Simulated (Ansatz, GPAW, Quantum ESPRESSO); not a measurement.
# Simulated XPS, UPS and emission spectra of Ba2ZnP2, part 7 of 8

Wanted: projected DOS of Ba2ZnP2, weighted into photoemission and X-ray emission spectra, at several levels of theory. Spin–orbit coupling is left out of the bands throughout.

Ansatz 0.2.0, Quantum ESPRESSO 7.5 and GPAW 26.7.0; DFT, LDA, plane-wave PAW, default files, scalar-relativistic (the session's first sound run).

So far. Step 3 (With PBEsol): At this level the gap is 0.59 eV on the path. Step 4 (The same cell in Quantum ESPRESSO): At this level the gap is 0.56 eV on the k-mesh of the self-consistent run, which can miss the band edges.

**8. The same cell in GPAW**

This step: DFT, LDA, PAW datasets of GPAW, plane waves, scalar-relativistic (GPAW 26.7.0).

GPAW, with its own PAW datasets and plane waves, is a further check on the main run's cell.

Input file run.py:

```python
import json
import numpy as np
from ase import Atoms
from ase.parallel import paropen
from gpaw import GPAW, PW, FermiDirac, Mixer, MixerDif, setup_paths

atoms = Atoms(['Ba', 'Ba', 'Ba', 'Ba', 'Zn', 'Zn', 'P', 'P', 'P', 'P'],
              cell=[[-3.378, 6.554, 3.1925], [3.378, -6.554, 3.1925], [3.378, 6.554, -3.1925]],
              scaled_positions=[[0.8597, 0.30882, 0.16852], [0.1403, 0.69118, 0.83148], [0.6403, 0.80882, 0.44912], [0.3597, 0.19118, 0.55088], [0.75, 0.75, 0.0], [0.25, 0.25, 0.0], [0.60649, 0.29992, 0.90641], [0.39351, 0.70008, 0.09359], [0.89351, 0.79992, 0.69343], [0.10649, 0.20008, 0.30657]],
              pbc=(True, True, True))
params = dict(mode=PW(420),
              xc='LDA',
              kpts={'size': (6, 6, 6), 'gamma': True},
              occupations=FermiDirac(0.02),
              nbands=-24,
              maxiter=200,
              txt='gs.txt')
atoms.calc = calc = GPAW(**params)
atoms.get_potential_energy()
ef = calc.get_fermi_level()
nk, ns = len(calc.get_ibz_k_points()), calc.get_number_of_spins()
out = dict(free=atoms.get_potential_energy(force_consistent=True), ef=ef, nel=calc.get_number_of_electrons(), cell=atoms.cell[:], frac=atoms.get_scaled_positions(wrap=False),
           eig=[[calc.get_eigenvalues(k, s) for k in range(nk)] for s in range(ns)], forces=atoms.get_forces(apply_constraint=False))
dense = calc.fixed_density(kpts={'size': (8, 8, 8), 'gamma': True}, txt='dos.txt')
out['eig_dense'] = [[dense.get_eigenvalues(k, s) for k in range(len(dense.get_ibz_k_points()))] for s in range(ns)]
dos = dense.dos(shift_fermi_level=False)
e = ef + np.arange(-36, 12, 0.05)
out['e'], out['dos'] = e - ef, dos.raw_dos(e, width=0.1)
kpts = [[0.0, 0.0, 0.0], [0.05, -0.05, 0.05], [0.1, -0.1, 0.1], [0.15, -0.15, 0.15], ..., [0.0, 0.0, 0.0]]  # list cut here
bands = calc.fixed_density(kpts=kpts, symmetry='off', txt='bands.txt', convergence={'bands': -6})
out['band_e'] = [[bands.get_eigenvalues(k, s) for k in range(len(kpts))] for s in range(ns)]
with paropen('out.json', 'w') as f:
    json.dump(out, f, default=lambda a: a.tolist())
```

Command:

```console
$ OMP_NUM_THREADS=1 mpirun -n 4 gpaw python run.py > run.log
```

Numbers of over 12 decimals in the logs are rounded to 6 here.

The log of the run:

```text
__  _  _
 | _ |_)|_||  |
 |__||  | ||/\| - 26.7.0

units:  Angstrom and eV
cores:  4
OpenMP: True

Versions:

Paths:

Git-hashes:

OMP_NUM_THREADS: 1

Environment variables:
  GPAW_CPUPY:          False
  GPAW_DEBUG:          False
  GPAW_MPI_BACKEND:    cgpaw
  GPAW_MPI_OPTIONS:    None
  GPAW_NO_C_EXTENSION: False
  GPAW_NO_GPU_MPI:     False
  GPAW_TRACE:          False
  GPAW_USE_GPUS:       False

Input parameters:
  mode=PW(ecut=420.0),
  kpts=MonkhorstPack(size=(6, 6, 6), gamma=True),
  maxiter=200,
  nbands=-24,
  occupations=Occupations(name='fermi-dirac', width=0.02, fixmagmom=False),
  xc=XC(name='LDA')

Diagonalizing LCAO Hamiltonian
Converting LCAO to pw mode

                   P
           Zn
                 Ba
                     P
             P
           Zn    Ba
                       Ba
               P

Atoms  # Å, Bohr magnetons
|   | symbol |         x |         y |         z |    initial magnetic moments |
|---|--------|-----------|-----------|-----------|-----------------------------|
| 0 |     Ba | -1.291612 |  4.714948 |  3.192500 | ( 0.0000,  0.0000,  0.0000) |
| 1 |     Ba |  4.669612 |  1.839052 | -0.000000 | ( 0.0000,  0.0000,  0.0000) |
| 2 |     Ba |  2.086388 |  1.839052 |  3.192500 | ( 0.0000,  0.0000,  0.0000) |
| 3 |     Ba |  1.291612 |  4.714948 | -0.000000 | ( 0.0000,  0.0000,  0.0000) |
| 4 |     Zn |  0.000000 | -0.000000 |  4.788750 | ( 0.0000,  0.0000,  0.0000) |
| 5 |     Zn |  0.000000 |  0.000000 |  1.596250 | ( 0.0000,  0.0000,  0.0000) |
| 6 |      P |  2.026260 |  7.949871 |  0.000000 | ( 0.0000,  0.0000,  0.0000) |
| 7 |      P |  1.351740 | -1.395871 |  3.192500 | ( 0.0000,  0.0000,  0.0000) |
| 8 |      P |  2.026260 |  5.158129 |  3.192500 | ( 0.0000,  0.0000,  0.0000) |
| 9 |      P |  1.351740 |  1.395871 | -0.000000 | ( 0.0000,  0.0000,  0.0000) |

Unit cell  # Å
| periodic |         x |         y |         z |  lengths |     angles |
|----------|-----------|-----------|-----------|----------|------------|
|      yes | -3.378000 |  6.554000 |  3.192500 | 8.034790 | 130.277575 |
|      yes |  3.378000 | -6.554000 |  3.192500 | 8.034790 |  70.686200 |
|      yes |  3.378000 |  6.554000 | -3.192500 | 8.034790 | 133.176690 |

Number of symmetries: 4
Symmetry operations  # r_c * U_cc + t_c -> r_c
|   | kind |            matrix            |
|---|------|------------------------------|
| 0 |  E   |  1, 0, 0,  0, 1, 0,  0, 0, 1 |
| 1 |  C2  |  0, 1, 0,  1, 0, 0, -1,-1,-1 |
| 2 |  σ   |  0,-1, 0, -1, 0, 0,  1, 1, 1 |
| 3 |  i   | -1, 0, 0,  0,-1, 0,  0, 0,-1 |

BZ-sampling:
  Number of BZ points: 216
  Number of IBZ points: 68

  Monkhorst-Pack size: [6, 6, 6]
  Monkhorst-Pack shift: [0.083333, 0.083333, 0.083333]

K-points  # in reciprocal-cell coordinates
|     |                                coordinates |     weight |
|-----|--------------------------------------------|------------|
|   0 | (  0.00000000,   0.00000000,   0.00000000) | 0.00462963 |
|   1 | (  0.00000000,   0.00000000,   0.16666667) | 0.00925926 |
|   2 | (  0.00000000,   0.00000000,   0.33333333) | 0.00925926 |
|   3 | (  0.00000000,   0.00000000,   0.50000000) | 0.00462963 |
|   4 | (  0.16666667,  -0.16666667,  -0.33333333) | 0.00925926 |
|   5 | (  0.16666667,  -0.16666667,  -0.16666667) | 0.00925926 |
|   6 | (  0.16666667,  -0.16666667,   0.00000000) | 0.00925926 |
|   7 | (  0.16666667,  -0.16666667,   0.16666667) | 0.00925926 |
|   8 | (  0.16666667,  -0.16666667,   0.33333333) | 0.00925926 |
|   9 | (  0.16666667,  -0.16666667,   0.50000000) | 0.00925926 |
| ... |                                            |            |
|  67 | (  0.50000000,   0.50000000,   0.50000000) | 0.00462963 |

Plane wave coefficients: 5552
Cutoff: 420.0 eV

Spin-components: 1 (collinear spins)
Bands:           66
Projectors:      56
Spin-degeneracy: 2
Datatype:        complex128

  Storage: CPU
  Wave functions: 398_462_592 bytes (99_615_648 per core)
  Projectors: 217_343_232 bytes (54_335_808 per core)

Parallelization:
  kpt:    4
  domain: 1
  band:   1

Density:
  Valence electrons: 84.0
  Components: 1
  Grid points: [40 40 40]
  Charge: 0.0  # |e|

Potential:
  Grid points: [40 40 40]

species:
  Ba:
    name:    Barium
    Z:       56.0
    valence: 10
    core:    46
    charge:  0.0  # [|e|]
    file:    Ba.LDA.gz
    compensation charges:
      type: gauss
      rc: 0.37  # [Å]
      lmax: 2
    cutoffs:
      filter: 2.06  # [Å]
      core: 2.33  # [Å]
    projectors
    | kind |    occ | energy [eV] | rcut [Å] |
    |------|--------|-------------|----------|
    |   5s |  2.000 |     -33.774 |    1.164 |
    |   6s |  2.000 |      -3.346 |    1.164 |
    |   5p |  6.000 |     -18.813 |    1.164 |
    |    p |        |       0.000 |    1.164 |
    |    d |        |       0.000 |    1.164 |
    |    d |        |      27.211 |    1.164 |

    Using partial waves for Ba as LCAO basis

  Zn:
    name:    Zinc
    Z:       30.0
    valence: 12
    core:    18
    charge:  0.0  # [|e|]
    file:    Zn.LDA.gz
    compensation charges:
      type: gauss
      rc: 0.37  # [Å]
      lmax: 2
    cutoffs:
      filter: 2.14  # [Å]
      core: 2.28  # [Å]
    projectors
    | kind |    occ | energy [eV] | rcut [Å] |
    |------|--------|-------------|----------|
    |   4s |  2.000 |      -6.218 |    1.286 |
    |   4p |  0.000 |      -1.230 |    1.270 |
    |   3d | 10.000 |     -10.426 |    1.180 |
    |    s |        |      20.994 |    1.286 |
    |    p |        |      25.981 |    1.270 |
    |    d |        |      16.786 |    1.180 |

    Using partial waves for Zn as LCAO basis

  P:
    name:    Phosphorus
    Z:       15.0
    valence: 5
    core:    10
    charge:  0.0  # [|e|]
    file:    P.LDA.gz
    compensation charges:
      type: gauss
      rc: 0.30  # [Å]
      lmax: 2
    cutoffs:
      filter: 1.69  # [Å]
      core: 1.81  # [Å]
    projectors
    | kind |    occ | energy [eV] | rcut [Å] |
    |------|--------|-------------|----------|
    |   3s |  2.000 |     -14.015 |    0.953 |
    |   3p |  3.000 |      -5.596 |    0.953 |
    |    s |        |      13.197 |    0.953 |
    |    p |        |      21.615 |    0.953 |
    |    d |        |       0.000 |    0.953 |

    Using partial waves for P as LCAO basis

Reference energy: -1019097.320847  # eV

eigensolver:
  PPCG
  Converge bands: occupied
  niter=2

density mixing:
  MSR1-Mixer
  Pratt-step length: 0.05
  Maximum mixing coefficient: 0.75
  Old densities: 10
  SVD Regularization: 0.005
  Good broyden scale: 1.0
  Trust region scale: 1.0
  Backstep threshold: 4.0
  History deletion threshold: 6.0
  Fourier metric: weight=20.0, sigma=0.015

occupation numbers:
  Fermi-Dirac:
    width: 0.0200  # eV

poisson solver:
  ecut: 3360.0  # eV

xc functional:
  name: None

Initialization done in: 4.207 s

convergence criteria:
- Maximum [total energy] change in last 3 cyles: 0.0005 eV / valence electron
- Maximum integral of absolute [dens]ity change: 0.0001 electrons / valence electron
- Maximum integral of absolute [eigenst]ate change: 4e-08 eV^2 / valence electron
maximum number of iterations: 200

SCF iterations
|iter     |     time |      energy | eigst |  dens |
|---------|----------|-------------|-------|-------|
|iter:   1|       0s |  -48.265939 | +0.56 |       |
|iter:   2|      13s |  -48.061143 | -0.28 | -1.07 |
|iter:   3|      26s |  -46.614611 | -0.65 | -1.13 |
|iter:   4|      39s |  -46.074168 | -1.34 | -1.51 |
|iter:   5|      52s |  -46.043044 | -1.78 | -1.77 |
|iter:   6|      65s |  -46.039448c| -2.68 | -2.14 |
|iter:   7|      78s |  -46.039901c| -3.67 | -2.50 |
|iter:   8|      91s |  -46.039897c| -4.56 | -3.30 |
|iter:   9|     105s |  -46.039902c| -5.66 | -3.68 |
|iter:  10|     118s |  -46.039903c| -6.45 | -4.26c|
|iter:  11|     131s |  -46.039903c| -7.48c| -4.92c|

Converged in 11 steps
SCF loop duration: 143.681 s (13.062 s/step)
Energy contributions relative to reference atoms: (reference = -1019097.320847)

Energy contributions:
  Kinetic:          30.182299
  Coulomb:         -18.382696
  Zero:             -0.415572
  External:          0.000000
  Xc:              -57.423934
  Entropy:          -0.000000
  Spinorbit:         0.000000
  ----------------------------
  Free energy:     -46.039903
  Extrapolated:    -46.039903

dipole moment: (-13.028821, -25.278535, 12.313364)  # |e|*Ang

Fermi level: 6.491
Eigenvalues  # (at kpt = [0.000, 0.000, 0.000])
| band index |      eig [eV] | occ [0-2] |
|------------|---------------|-----------|
|          0 |       -21.342 |     2.000 |
|        ... |               |           |
|         34 |         4.736 |     2.000 |
|         35 |         4.819 |     2.000 |
|         36 |         5.044 |     2.000 |
|         37 |         5.267 |     2.000 |
|         38 |         5.492 |     2.000 |
|         39 |         6.067 |     2.000 |
|         40 |         6.123 |     2.000 |
|         41 |         6.159 |     2.000 |
|         42 |         7.151 |     0.000 |
|         43 |         7.701 |     0.000 |
|         44 |         7.900 |     0.000 |
|         45 |         7.941 |     0.000 |
|         46 |         8.117 |     0.000 |
|         47 |         8.315 |     0.000 |
|         48 |         8.807 |     0.000 |
|         49 |         9.172 |     0.000 |
|        ... |               |           |
|         65 |        14.023 |     0.000 |

Gap: 0.531 eV
Transition (v -> c):
  (s=0, k=5, n=41, [0.17, -0.17, -0.17]) -> (s=0, k=67, n=42, [0.50, 0.50, 0.50])
Direct/indirect transitions are different
Direct gap: 0.612 eV
Transition at: (s=0, k=67, n=41, [0.50, 0.50, 0.50])

Forces  # eV/Ang
|        x |        y |        z |
|----------|----------|----------|
| -0.12037 |  0.13146 |  0.00000 |  # Ba   0
|  0.12037 | -0.13146 | -0.00000 |  # Ba   1
| -0.12000 | -0.13222 |  0.00000 |  # Ba   2
|  0.12000 |  0.13222 | -0.00000 |  # Ba   3
|  0.00000 | -0.00000 | -0.00004 |  # Zn   4
|  0.00000 |  0.00000 |  0.00004 |  # Zn   5
|  0.19445 | -0.23461 | -0.00000 |  # P    6
| -0.19445 |  0.23461 |  0.00000 |  # P    7
|  0.19458 |  0.23478 | -0.00000 |  # P    8
| -0.19458 | -0.23478 |  0.00000 |  # P    9

Force computation time: 1.211  # s

timing:  # [seconds]
  Total:  820.017  # ━━━━━━━━━━━━━━━━━━━━━━━━━━━━━━━━━━━━━━━━━━━━━━━━━━━━━━━━
  Init:     3.889  # ╸
  SCF:    143.681  # ━━━━━━━━━━
  Forces:   1.211  #

Max RSS: 1020.332  # MiB
```

It took 14 min on 4 MPI ranks of Arm Neoverse V2, shared host; 55 min of CPU time.

This step gave:

* free energy: -46.04 eV
* Fermi energy: 6.491 eV
* gap on the path: 0.5235 eV
* least direct gap on the path: 0.6123 eV
* valence top on path: 0.004 eV
* gap from the DOS mesh: 0.5274 eV

The electronic bands at the labelled points (eV, zero at the valence-band maximum; v1 is the highest filled band, c1 the lowest empty one):

```tsv
point	v4	v3	v2	v1	c1	c2	c3	c4
Γ	-0.71	-0.14	-0.08	-0.05	0.94	1.49	1.69	1.73
halfway	-0.83	-0.50	-0.15	-0.13	0.77	1.13	1.43	2.09
X	-1.11	-0.18	-0.12	-0.09	0.53	0.70	1.57	1.63
halfway	-1.08	-0.50	-0.23	-0.12	0.65	0.76	1.65	1.76
F0	-0.97	-0.97	-0.41	-0.03	0.89	1.16	1.87	2.10
jump to Σ0	-0.97	-0.97	-0.41	-0.03	0.89	1.16	1.87	2.10
halfway	-0.99	-0.86	-0.17	-0.01	1.33	1.55	1.95	1.95
Γ	-0.71	-0.14	-0.08	-0.05	0.94	1.49	1.69	1.73
halfway	-1.02	-0.90	-0.26	-0.18	0.94	1.37	1.78	2.06
Λ0	-0.98	-0.82	-0.70	-0.33	0.88	1.02	1.79	2.24
jump to G0	-0.98	-0.82	-0.70	-0.33	0.88	1.02	1.79	2.24
halfway	-0.93	-0.72	-0.40	-0.03	0.74	0.89	1.33	1.44
X	-1.11	-0.18	-0.12	-0.09	0.53	0.70	1.57	1.63
jump to Γ	-0.71	-0.14	-0.08	-0.05	0.94	1.49	1.69	1.73
halfway	-1.01	-0.95	-0.47	-0.28	1.10	1.67	1.85	2.00
R	-1.20	-1.20	-0.86	-0.86	1.73	1.73	2.39	2.39
halfway	-1.22	-1.22	-0.87	-0.87	1.79	1.79	2.25	2.25
W	-1.26	-1.26	-0.87	-0.87	1.92	1.92	2.03	2.03
halfway	-1.10	-1.10	-0.76	-0.76	1.53	1.53	1.80	1.80
S	-0.95	-0.95	-0.61	-0.61	1.38	1.38	1.67	1.67
halfway	-0.97	-0.91	-0.31	-0.11	0.95	1.55	1.62	1.71
Γ	-0.71	-0.14	-0.08	-0.05	0.94	1.49	1.69	1.73
```

The DOS has structure finer than the step of the table below, so its rows give means over 0.5 eV, whole bins alone (the curve runs from -14.6 to 4.64 eV). Peaks (eV: height): -12.66: 46.8, -8.86: 16.4, -6.86: 60.4, -3.96: 8.86, -1.46: 12.3.

The DOS by E, zero at the valence-band maximum; means over each step:

E (eV), DOS (states/eV/cell) and a bar:
```
    -14.0        0.0 
    -13.5        1.8 ##
    -13.0       26.4 ##############################
    -12.5       19.7 ######################
    -12.0        0.0 
    -11.5        0.0 
    -11.0        0.0 
    -10.5        0.0 
    -10.0        0.1 
     -9.5        2.5 ###
     -9.0       11.5 #############
     -8.5        1.9 ##
     -8.0        0.0 
     -7.5        0.0 
     -7.0       25.1 #############################
     -6.5       14.9 #################
     -6.0        0.0 
     -5.5        0.0 
     -5.0        0.0 
     -4.5        0.4 
     -4.0        6.2 #######
     -3.5        1.4 ##
     -3.0        0.3 
     -2.5        4.5 #####
     -2.0        5.4 ######
     -1.5       10.7 ############
     -1.0       10.9 ############
     -0.5        6.4 #######
      0.0        1.8 ##
      0.5        0.2 
      1.0        3.6 ####
      1.5        6.1 #######
      2.0        6.0 #######
      2.5        6.4 #######
      3.0        7.0 ########
      3.5        9.5 ###########
      4.0       10.1 ###########
```

(Continued in part 8 of 8.)

[Logs are printed without paths, hosts, clocks, repeated set-up lines and the standing remarks that a program may print on its own settings, such as how far it seeks lower states.]

[Hosts, paths, dates, database ids (printed as entryN), source tags and the programs' standing remarks are cut or masked in the printed files.]

[Maps of the electrostatic potential energy from Ansatz leave out the sawtooth potential of an applied field or a dipole correction, so their vacuum need not be flat; work functions include it.]

[Peak lists hold at most the 14 tallest peaks of each spectrum; further lines can be left out.]
